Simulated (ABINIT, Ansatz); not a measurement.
**A GW run on CaC2 (R-3m) in ABINIT, with inputs changed**

Aim: change inputs of a GW run on CaC2 (R-3m) and see what moves.

Method: PBEsol and many-body steps on it, plane waves, in ABINIT 10.8.3.

## 1. Set-up

It takes space group R-3m (No. 166, trigonal). The conventional cell has a = 3.889 Å, b = 3.889 Å, c = 11.862 Å, α = 90.00°, β = 90.00°, γ = 120.00°. Nearest to Ca lie 6 C at 2.62 Å. Nearest to C lie 1 C at 1.26 Å and 3 Ca at 2.62 Å. Farther neighbours are not listed.

The cell and positions are those that the Materials Project relaxed with its own functionals (PBE, PBE+U or r2SCAN), kept fixed.

## 2. Screening, 4×4×4 mesh, 56 bands, screening to 114.3 eV

This step: ABINIT 10.8.3; RPA screening on PBEsol, plane waves, norm-conserving pseudopotentials.

The RPA dielectric matrix is built and inverted for each q.

The input, run.abi:

```
acell 3*1.0 Angstrom
rprim 
  1.944397984288 1.122598699617 3.953874776707
  -1.944397984288 1.122598699617 3.953874776707
  -0.000000000000 -2.245197399304 3.953874776686
ntypat 2
znucl 20 6
natom 3
typat 1 2 2
xred 
  0.000000000000 0.000000000000 0.000000000000
  0.552915000000 0.552915000000 0.552915000000
  0.447085000000 0.447085000000 0.447085000000
pp_dirpath "pseudos"
pseudos "Ca.upf, C.upf"
ecut 37
ngkpt 4 4 4
nshiftk 1
shiftk 0 0 0
kptopt 1
chksymbreak 0
istwfk *1
occopt 1
irdwfk 1
optdriver 3
nband 56
ecuteps 4.2
inclvkb 2
awtr 1
symchi 1
indata_prefix "in"
outdata_prefix "out"
tmpdata_prefix "tmp"
```

Command:

```console
$ OMP_NUM_THREADS=1 mpirun -n 4 abinit run.abi > log
```

The log of the run:

```text
.Version 10.8.3 of ABINIT. v10.8.2 released Aug 2026.

 Symmetries : space group R-3 m (#166); Bravais hR (rhombohedral)
[... echo of the input left out ...]
== DATASET  1 ==================================================================
-   mpi_nproc: 4, omp_nthreads: 1 (-1 if OMP is not activated)

--- !DatasetInfo
iteration_state: {dtset: 1, }
dimensions: {natom: 3, nkpt: 13, mband: 56, nsppol: 1, nspinor: 1, nspden: 1, mpw: 3777, }
cutoff_energies: {ecut:  37.0, pawecutdg:  -1.0, }
electrons: {nelect:   1.80000000E+01, charge:   0.00000000E+00, occopt:   1.00000000E+00, tsmear:   1.00000000E-02, }

 SCREENING: Calculation of the susceptibility and dielectric matrices

 Based on a program developped by R.W. Godby, V. Olevano, G. Onida, and L. Reining.
 Incorporated in ABINIT by V. Olevano, G.-M. Rignanese, and M. Torrent.
.Using double precision arithmetic ; gwpc =  8

[... cell and pseudopotentials left out ...]
--------------------------------------------------------------------------------

 ==== K-mesh for the wavefunctions ====
 Number of points in the irreducible wedge :    13
[... list of points left out ...]
 Together with 12 symmetry operations and time-reversal symmetry
 yields    64 points in the full Brillouin Zone.

 ==== Q-mesh for the screening function ====
 Number of points in the irreducible wedge :    13
[... list of points left out ...]
 Together with 12 symmetry operations and time-reversal symmetry
 yields    64 points in the full Brillouin Zone.

 setmesh: FFT mesh size selected  =    32x   32x   32
          total number of points  =        32768

 vcoul_init : cutoff-mode = AUXILIARY_FUNCTION
 q-points for optical limit:   1
     1)      0.000010    0.000020    0.000030

- screening: taking advantage of time-reversal symmetry
- Maximum band index for partially occupied states nbvw = 9
- Remaining bands to be divided among processors   nbcw = 47
- Number of bands treated by each node ~11

 Number of electrons calculated from density =   18.0000; Expected =   18.0000
 average of density, n =  0.051510
 r_s =    1.6673
 omega_plasma =   21.8928 [eV]

 calculating chi0 at frequencies [eV] :
  1    0.000000E+00    0.000000E+00
  2    0.000000E+00    2.189282E+01

--------------------------------------------------------------------------------
  q-point number  1        q = ( 0.000000, 0.000000, 0.000000) [r.l.u.]
--------------------------------------------------------------------------------
[... chi0 elements left out ...]
 For q-point:  0.000010 0.000020 0.000030
  dielectric constant =   3.7958
  dielectric constant without local fields =   4.7054

  Average fulfillment of the sum rule on Im[epsilon] for q-point    1 :     57.94  [%]
[... wings left out ...]
  q-point number  2        q = ( 0.250000, 0.000000, 0.000000) [r.l.u.]
--------------------------------------------------------------------------------
[... chi0 elements left out ...]
  Average fulfillment of the sum rule on Im[epsilon] for q-point    2 :     70.65  [%]

 [... 11 further q-points ...]
```

Elapsed: 43 s, on 4 MPI ranks of Arm Neoverse N1, shared host; peak memory 0.94 GiB.

Numbers from this step:

| Property | Result |
| --- | --- |
| ε∞ with local fields, on this mesh, along the program's q direction | 3.796 |
| the same without local fields | 4.705 |
| plasma frequency | 21.89 eV |
| plane waves in the screening matrix | 139 |

Local fields lower ε∞ by 19 %.

## 3. Base

The self-energy is evaluated for the states that the input lists, and the levels follow from it, in one-shot runs by the linearised quasiparticle equation.

This step: G0W0 on PBEsol, plane waves, norm-conserving pseudopotentials.

run.abi, as its differences from that of step 2:

```diff
@@ -24,8 +24,19 @@
 irdwfk 1
-optdriver 3
+optdriver 4
 nband 56
+gwcalctyp 0
+ecutsigx 37
+symsigma 1
+nkptgw 3
+kptgw 
+  0.5000000000 0.5000000000 0.5000000000
+  0.5000000000 0.5000000000 0.0000000000
+  0.0000000000 0.0000000000 0.0000000000
+bdgw 
+  7 11
+  8 11
+  8 11
 ecuteps 4.2
-inclvkb 2
-awtr 1
-symchi 1
+irdscr 1
+ppmodel 1
 indata_prefix "in"
```

The log of the run:

```text
.Version 10.8.3 of ABINIT. v10.8.2 released Aug 2026.

 Symmetries : space group R-3 m (#166); Bravais hR (rhombohedral)
[... echo of the input left out ...]
== DATASET  1 ==================================================================
-   mpi_nproc: 4, omp_nthreads: 1 (-1 if OMP is not activated)

--- !DatasetInfo
iteration_state: {dtset: 1, }
dimensions: {natom: 3, nkpt: 13, mband: 56, nsppol: 1, nspinor: 1, nspden: 1, mpw: 3777, }
cutoff_energies: {ecut:  37.0, pawecutdg:  -1.0, }
electrons: {nelect:   1.80000000E+01, charge:   0.00000000E+00, occopt:   1.00000000E+00, tsmear:   1.00000000E-02, }

 SIGMA: Calculation of the GW corrections

 Based on a program developped by R.W. Godby, V. Olevano, G. Onida, and L. Reining.
 Incorporated in ABINIT by V. Olevano, G.-M. Rignanese, and M. Torrent.
.Using double precision arithmetic ; gwpc =  8

[... cell and pseudopotentials left out ...]
--------------------------------------------------------------------------------

 ==== K-mesh for the wavefunctions ====
 Number of points in the irreducible wedge :    13
[... list of points left out ...]
 Together with 12 symmetry operations and time-reversal symmetry
 yields    64 points in the full Brillouin Zone.

 ==== Q-mesh for screening function ====
 Number of points in the irreducible wedge :    13
[... list of points left out ...]
 Together with 12 symmetry operations and time-reversal symmetry
 yields    64 points in the full Brillouin Zone.

 vcoul_init : cutoff-mode = AUXILIARY_FUNCTION
 q-points for optical limit:   1
     1)      0.000010    0.000020    0.000030
 setmesh: FFT mesh size selected  =    48x   48x   48
          total number of points  =       110592

 Number of electrons calculated from density =   18.0000; Expected =   18.0000
 average of density, n =  0.051510
 r_s =    1.6673
 omega_plasma =   21.8928 [eV]

 === KS Band Gaps ===
  >>>> For spin  1
   Minimum direct gap =   3.8903 [eV], located at k-point      :   0.5000  0.5000  0.0000
   Fundamental gap    =   2.5851 [eV], Top of valence bands at :   0.5000  0.5000  0.5000
                                       Bottom of conduction at :   0.5000  0.5000  0.0000
 SIGMA fundamental parameters:
 PLASMON POLE MODEL  1
 number of plane-waves for SigmaX                 3777
 number of plane-waves for SigmaC and W            139
 number of plane-waves for wavefunctions          3777
 number of bands                                    56
 number of independent spin polarizations            1
 number of spinorial components                      1
 number of k-points in IBZ                          13
 number of q-points in IBZ                          13
 number of symmetry operations                      12
 number of k-points in BZ                           64
 number of q-points in BZ                           64
 number of frequencies for dSigma/dE                 9
 frequency step for dSigma/dE [eV]                0.25
 number of omega for Sigma on real axis              0
 max omega for Sigma on real axis  [eV]           0.00
 zcut for avoiding poles [eV]                     0.10

 EPSILON^-1 parameters (SCR file):
 dimension of the eps^-1 matrix on file            139
 dimension of the eps^-1 matrix used               139
 number of plane-waves for wavefunctions          3777
 number of bands                                    56
 number of q-points in IBZ                          13
 number of frequencies                               2
 number of real frequencies                          1
 number of imag frequencies                          1

 matrix elements of self-energy operator (all in [eV])

 Perturbative Calculation

--- !SelfEnergy_ee
iteration_state: {dtset: 1, }
kpoint     : [   0.500,    0.500,    0.500, ]
spin       : 1
KS_gap     :    5.544
QP_gap     :    6.733
Delta_QP_KS:    1.189
data: !SigmaeeData |
     Band     E0 <VxcDFT>   SigX SigC(E0)      Z dSigC/dE  Sig(E)    E-E0       E
        7   1.052 -13.415 -16.390   2.117   0.784  -0.276 -14.088  -0.673   0.379
        8   1.052 -13.415 -16.390   2.117   0.784  -0.276 -14.088  -0.673   0.379
        9   2.560 -14.924 -18.845   3.216   0.777  -0.286 -15.472  -0.549   2.012
       10   8.104  -8.203  -3.942  -3.493   0.834  -0.199  -7.563   0.640   8.744
       11   8.246 -14.001  -6.893  -4.257   0.810  -0.235 -11.692   2.309  10.555

--- !SelfEnergy_ee
iteration_state: {dtset: 1, }
kpoint     : [   0.500,    0.500,    0.000, ]
spin       : 1
KS_gap     :    3.890
QP_gap     :    5.955
Delta_QP_KS:    2.065
data: !SigmaeeData |
     Band     E0 <VxcDFT>   SigX SigC(E0)      Z dSigC/dE  Sig(E)    E-E0       E
        8   1.231 -13.450 -16.535   2.115   0.785  -0.274 -14.211  -0.762   0.469
[...]
--- !SelfEnergy_ee
iteration_state: {dtset: 1, }
kpoint     : [   0.000,    0.000,    0.000, ]
spin       : 1
KS_gap     :    3.898
QP_gap     :    6.411
Delta_QP_KS:    2.513
data: !SigmaeeData |
     Band     E0 <VxcDFT>   SigX SigC(E0)      Z dSigC/dE  Sig(E)    E-E0       E
[...]
9   1.731 -13.847 -16.648   1.954   0.785  -0.273 -14.513  -0.666   1.066
       10   5.629 -12.960  -7.505  -3.172   0.809  -0.236 -11.113   1.847   7.477
       11   5.629 -12.960  -7.505  -3.172   0.809  -0.236 -11.113   1.847   7.477

== END DATASET(S) ==============================================================
================================================================================

 -outvars: echo values of variables after computation  --------
           etotal      0.0000000000E+00
            nband          56
             nkpt          13
          spgroup         166
 [... the other variables as echoed above ...]

 Calculation completed.
```

It took 12 s on 4 MPI ranks; peak memory 0.82 GiB; 48 s of CPU time.

Numbers from this step:

```
G0W0 gap on the points computed              : 4.575 eV
starting gap on the mesh                     : 2.585 eV
k of the valence top                         : 0.5, 0.5, 0.5
k of the conduction bottom                   : 0.5, 0.5, 0
Z at the valence top                         : 0.777
Z at the conduction bottom                   : 0.815
least direct G0W0 gap on the computed points : 5.955 eV
```

The gap on the mesh goes from 2.59 eV to 4.57 eV, a correction of +1.99 eV.

## 4. Broadening of the poles

run.abi, as its differences from that of step 3:

```diff
@@ -41,2 +41,3 @@
 ppmodel 1
+zcut 0.5 eV
 indata_prefix "in"
```

The log of the run:

```text
.Version 10.8.3 of ABINIT. v10.8.2 released Aug 2026.

 Symmetries : space group R-3 m (#166); Bravais hR (rhombohedral)
[... echo of the input left out ...]
== DATASET  1 ==================================================================
-   mpi_nproc: 4, omp_nthreads: 1 (-1 if OMP is not activated)

--- !DatasetInfo
iteration_state: {dtset: 1, }
dimensions: {natom: 3, nkpt: 13, mband: 56, nsppol: 1, nspinor: 1, nspden: 1, mpw: 3777, }
cutoff_energies: {ecut:  37.0, pawecutdg:  -1.0, }
electrons: {nelect:   1.80000000E+01, charge:   0.00000000E+00, occopt:   1.00000000E+00, tsmear:   1.00000000E-02, }

 SIGMA: Calculation of the GW corrections

 Based on a program developped by R.W. Godby, V. Olevano, G. Onida, and L. Reining.
 Incorporated in ABINIT by V. Olevano, G.-M. Rignanese, and M. Torrent.
.Using double precision arithmetic ; gwpc =  8

[... cell and pseudopotentials left out ...]
--------------------------------------------------------------------------------

 ==== K-mesh for the wavefunctions ====
 Number of points in the irreducible wedge :    13
[... list of points left out ...]
 Together with 12 symmetry operations and time-reversal symmetry
 yields    64 points in the full Brillouin Zone.

 ==== Q-mesh for screening function ====
 Number of points in the irreducible wedge :    13
[... list of points left out ...]
 Together with 12 symmetry operations and time-reversal symmetry
 yields    64 points in the full Brillouin Zone.

 vcoul_init : cutoff-mode = AUXILIARY_FUNCTION
 q-points for optical limit:   1
     1)      0.000010    0.000020    0.000030
 setmesh: FFT mesh size selected  =    48x   48x   48
          total number of points  =       110592

 Number of electrons calculated from density =   18.0000; Expected =   18.0000
[...]
number of plane-waves for wavefunctions          3777
 number of bands                                    56
 number of q-points in IBZ                          13
 number of frequencies                               2
 number of real frequencies                          1
 number of imag frequencies                          1

 matrix elements of self-energy operator (all in [eV])

 Perturbative Calculation

--- !SelfEnergy_ee
iteration_state: {dtset: 1, }
kpoint     : [   0.500,    0.500,    0.500, ]
spin       : 1
KS_gap     :    5.544
QP_gap     :    6.733
Delta_QP_KS:    1.189
data: !SigmaeeData |
     Band     E0 <VxcDFT>   SigX SigC(E0)      Z dSigC/dE  Sig(E)    E-E0       E
        7   1.052 -13.415 -16.390   2.117   0.784  -0.276 -14.088  -0.673   0.379
        8   1.052 -13.415 -16.390   2.117   0.784  -0.276 -14.088  -0.673   0.379
        9   2.560 -14.924 -18.845   3.216   0.777  -0.286 -15.472  -0.549   2.012
[...]
--- !SelfEnergy_ee
iteration_state: {dtset: 1, }
kpoint     : [   0.500,    0.500,    0.000, ]
spin       : 1
KS_gap     :    3.890
QP_gap     :    5.955
Delta_QP_KS:    2.065
data: !SigmaeeData |
     Band     E0 <VxcDFT>   SigX SigC(E0)      Z dSigC/dE  Sig(E)    E-E0       E
[...]
--- !SelfEnergy_ee
iteration_state: {dtset: 1, }
kpoint     : [   0.000,    0.000,    0.000, ]
spin       : 1
KS_gap     :    3.898
QP_gap     :    6.411
Delta_QP_KS:    2.513
data: !SigmaeeData |
     Band     E0 <VxcDFT>   SigX SigC(E0)      Z dSigC/dE  Sig(E)    E-E0       E
[...]
10   5.629 -12.960  -7.505  -3.172   0.809  -0.236 -11.113   1.847   7.477
       11   5.629 -12.960  -7.505  -3.172   0.809  -0.236 -11.113   1.847   7.477

== END DATASET(S) ==============================================================
================================================================================

 -outvars: echo values of variables after computation  --------
           etotal      0.0000000000E+00
            nband          56
             nkpt          13
          spgroup         166
 [... the other variables as echoed above ...]

 Calculation completed.
```

It took 11 s on 4 MPI ranks; peak memory 0.82 GiB.

This step gave:

```yaml
g0w0_gap_on_the_points_computed: 4.575 eV
starting_gap_on_the_mesh: 2.585 eV
k_of_the_valence_top: 0.5, 0.5, 0.5
k_of_the_conduction_bottom: 0.5, 0.5, 0
z_at_the_valence_top: 0.777
z_at_the_conduction_bottom: 0.815
least_direct_g0w0_gap_on_the_computed_points: 5.955 eV
```

Against G0W0 in ABINIT (4×4×4 mesh, 56 bands, screening to 114.3 eV, Godby-Needs plasmon pole), the gap moves by +0.000 eV.

## 5. A keyword of another program

run.abi, as its differences from that of step 4:

```diff
@@ -41,3 +41,3 @@
 ppmodel 1
-zcut 0.5 eV
+ecut_chi 100
 indata_prefix "in"
```

The log of the run:

```text
.Version 10.8.3 of ABINIT. v10.8.2 released Aug 2026.

 Symmetries : space group R-3 m (#166); Bravais hR (rhombohedral)
================================================================================
 Values of the parameters that define the memory need of the present run
     intxc =       0    ionmov =       0      iscf =       7    lmnmax =       6
     lnmax =       6     mgfft =      48  mpssoang =       3    mqgrid =    3001
     natom =       3  nloc_mem =       1    nspden =       1   nspinor =       1
    nsppol =       1      nsym =      12    n1xccc =    2501    ntypat =       2
    occopt =       1   xclevel =       2
-    mband =          56        mffmem =           1         mkmem =           4
       mpw =        3777          nfft =      110592          nkpt =          13
================================================================================
  Rough estimation (10% accuracy) of disk space for files :
================================================================================

--------------------------------------------------------------------------------
------------- Echo of variables that govern the present computation ------------
--------------------------------------------------------------------------------
 -outvars: echo values of preprocessed input variables --------
            acell      1.8897261259E+00  1.8897261259E+00  1.8897261259E+00 Bohr

             bdgw           7      11       8      11       8      11
      chksymbreak           0
             ecut      3.70000000E+01 Hartree
          ecuteps      4.20000000E+00 Hartree
         ecutsigx      3.70000000E+01 Hartree
          ecutwfn      3.70000000E+01 Hartree
-          fftalg         312
           irdscr           1
           irdwfk           1

[...]
nkptgw           3
           npweps         139
          npwsigx        3777
           npwwfn        3777
             nsym          12
           ntypat           2
              occ      2.000000  2.000000  2.000000  2.000000  2.000000  2.000000
                       2.000000  2.000000  2.000000  0.000000  0.000000  0.000000
                       0.000000  0.000000  0.000000  0.000000  0.000000  0.000000
                       0.000000  0.000000  0.000000  0.000000  0.000000  0.000000
[...]
0.000000  0.000000  0.000000  0.000000  0.000000  0.000000
                       0.000000  0.000000  0.000000  0.000000  0.000000  0.000000
                       0.000000  0.000000
        optdriver           4
            rprim      1.9443979843E+00  1.1225986996E+00  3.9538747767E+00
[...]
spgroup         166

             xred      0.0000000000E+00  0.0000000000E+00  0.0000000000E+00
                       5.5291500000E-01  5.5291500000E-01  5.5291500000E-01
                       4.4708500000E-01  4.4708500000E-01  4.4708500000E-01
            znucl       20.00000    6.00000

================================================================================

 chkinp: Checking input parameters for consistency.

--- !ERROR
message: |
    Found token: `ECUT_CHI` in the input file.
    This name is not one of the registered input variable names (see
    Action: check your input file. Perhaps you mistyped the input variable,
    or specified "img", although this was not permitted for this input variable.

--- !ERROR
message: |
    Found token: `ECUT_CHI` in the input file.
    This name is not one of the registered input variable names (see
    Action: check your input file. Perhaps you mistyped the input variable,
    or specified "img", although this was not permitted for this input variable.

--- from the log ---
Found token: `ECUT_CHI` in the input file.
    This name is not one of the registered input variable names (see
    Action: check your input file. Perhaps you mistyped the input variable,
    or specified "img", although this was not permitted for this input variable.
```

Elapsed: 0.81 s, on 4 MPI ranks; peak memory 0.05 GiB; 2.3 s of CPU time.

The run stopped with an error after 0.81 s.

The program's words: Found token: `ECUT_CHI` in the input file. This name is not one of the registered input variable names (see Action: check your input file. Perhaps you mistyped the input variable, or specified "img", although this was not permitted for this input variable.

The fault put into this input: a keyword of another program.

## 6. The runs together

Times are wall times on 4 MPI ranks of Arm Neoverse N1, shared host, good to a factor of about two. A run's time includes the screening step that it read.

```
                    run   mesh  bands  screening cutoff (eV)  DFT gap (eV)  gap on the mesh (eV)  direct (eV)  ε∞ used  time
                   base  4×4×4     56                  114.3         2.585                 4.575        5.955     3.80  55 s
broadening of the poles  4×4×4     56                  114.3         2.585                 4.575        5.955     3.80  55 s
```

## 7. Summary of results

| Item | Value |
| --- | --- |
| base | 4.575 eV |
| broadening of the poles | 4.575 eV |
| known limits | not at the basis limit |

What this shows: Broadening of the poles: no change against base (keys changed: zcut). Bands and cutoff are finite, so the gap is not at the basis limit. The miss can reach some tenths of an eV and take either sign; the mesh is an error of its own. In the first G0W0 run levels were corrected at 3 k points alone, so a gap called «on the mesh» is the least over those, and an edge elsewhere would be missed.

[Paths, hosts, dates, memory and timing lines, banners, echoed tables and standing remarks are left out of the program output.]

[Logs are printed without paths, hosts, clocks, repeated set-up lines and the standing remarks that a program may print on its own settings, such as how far it seeks lower states.]

[Runs of the session that timed out or met a known fault of the program may be left out.]

[No measured gap is set beside runs whose start may be inverted or whose files or cutoffs have a known fault.]

[Hosts, paths, dates, database ids (printed as entryN), source tags and the programs' standing remarks are cut or masked in the printed files.]

[G0W0 gaps are taken among the corrected bands and points alone; a level outside them can change the order at an edge.]

[Where Ansatz stands beside ABINIT at settings called matched, ABINIT's density can come from a denser mesh and the files from another edition; pairs whose starting gaps differed by over 0.03 eV were left out, so agreement reads better than it is.]
